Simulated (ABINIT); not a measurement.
An input for ABINIT 10.8.3 (Ta2O5 (P2/m)):

```
acell 3*1.0 Angstrom
rprim 
  3.841408013900 0.000000000000 -0.000000000000
  0.000000000000 3.862715750000 0.000000000000
  -1.818942144500 0.000000000000 6.528959420100
ntypat 2
znucl 73 8
natom 7
typat 1 1 2 2 2 2 2
xred 
  0.649530730000 0.000000000000 0.791314530000
  0.350469270000 0.000000000000 0.208685470000
  0.662124300000 0.500000000000 0.798329290000
  0.337875700000 0.500000000000 0.201670710000
  0.189760570000 0.000000000000 0.870621250000
  0.810239430000 0.000000000000 0.129378750000
  0.500000000000 0.000000000000 0.500000000000
pp_dirpath "pseudos"
pseudos "Ta.upf, O.upf"
ecut 36
ngkpt 4 4 2
nshiftk 1
shiftk 0 0 0
kptopt 1
chksymbreak 0
istwfk *1
occopt 1
irdwfk 1
optdriver 3
nband 227
ecuteps 4.29
inclvkb 2
awtr 1
symchi 1
indata_prefix "in"
outdata_prefix "out"
tmpdata_prefix "tmp"
```

```sh
OMP_NUM_THREADS=1 mpirun -n 4 abinit run.abi > log
```

Estimate wall time and host memory on 4 MPI ranks of Arm Neoverse V2, shared host.

It took 7.5 min; on shared hardware allow 3.8 min to 15 min. Peak host memory was 3.7 GiB.

[Paths, hosts, dates, memory and timing lines, banners, echoed tables and standing remarks are left out of the program output.]

[Logs are printed without paths, hosts, clocks, repeated set-up lines and the standing remarks that a program may print on its own settings, such as how far it seeks lower states.]

[Runs of the session that timed out or met a known fault of the program may be left out.]

[Hosts, paths, dates, database ids (printed as entryN), source tags and the programs' standing remarks are cut or masked in the printed files.]

[G0W0 gaps are taken among the corrected bands and points alone; a level outside them can change the order at an edge.]

[Where Ansatz stands beside ABINIT at settings called matched, ABINIT's density can come from a denser mesh and the files from another edition; pairs whose starting gaps differed by over 0.03 eV were left out, so agreement reads better than it is.]
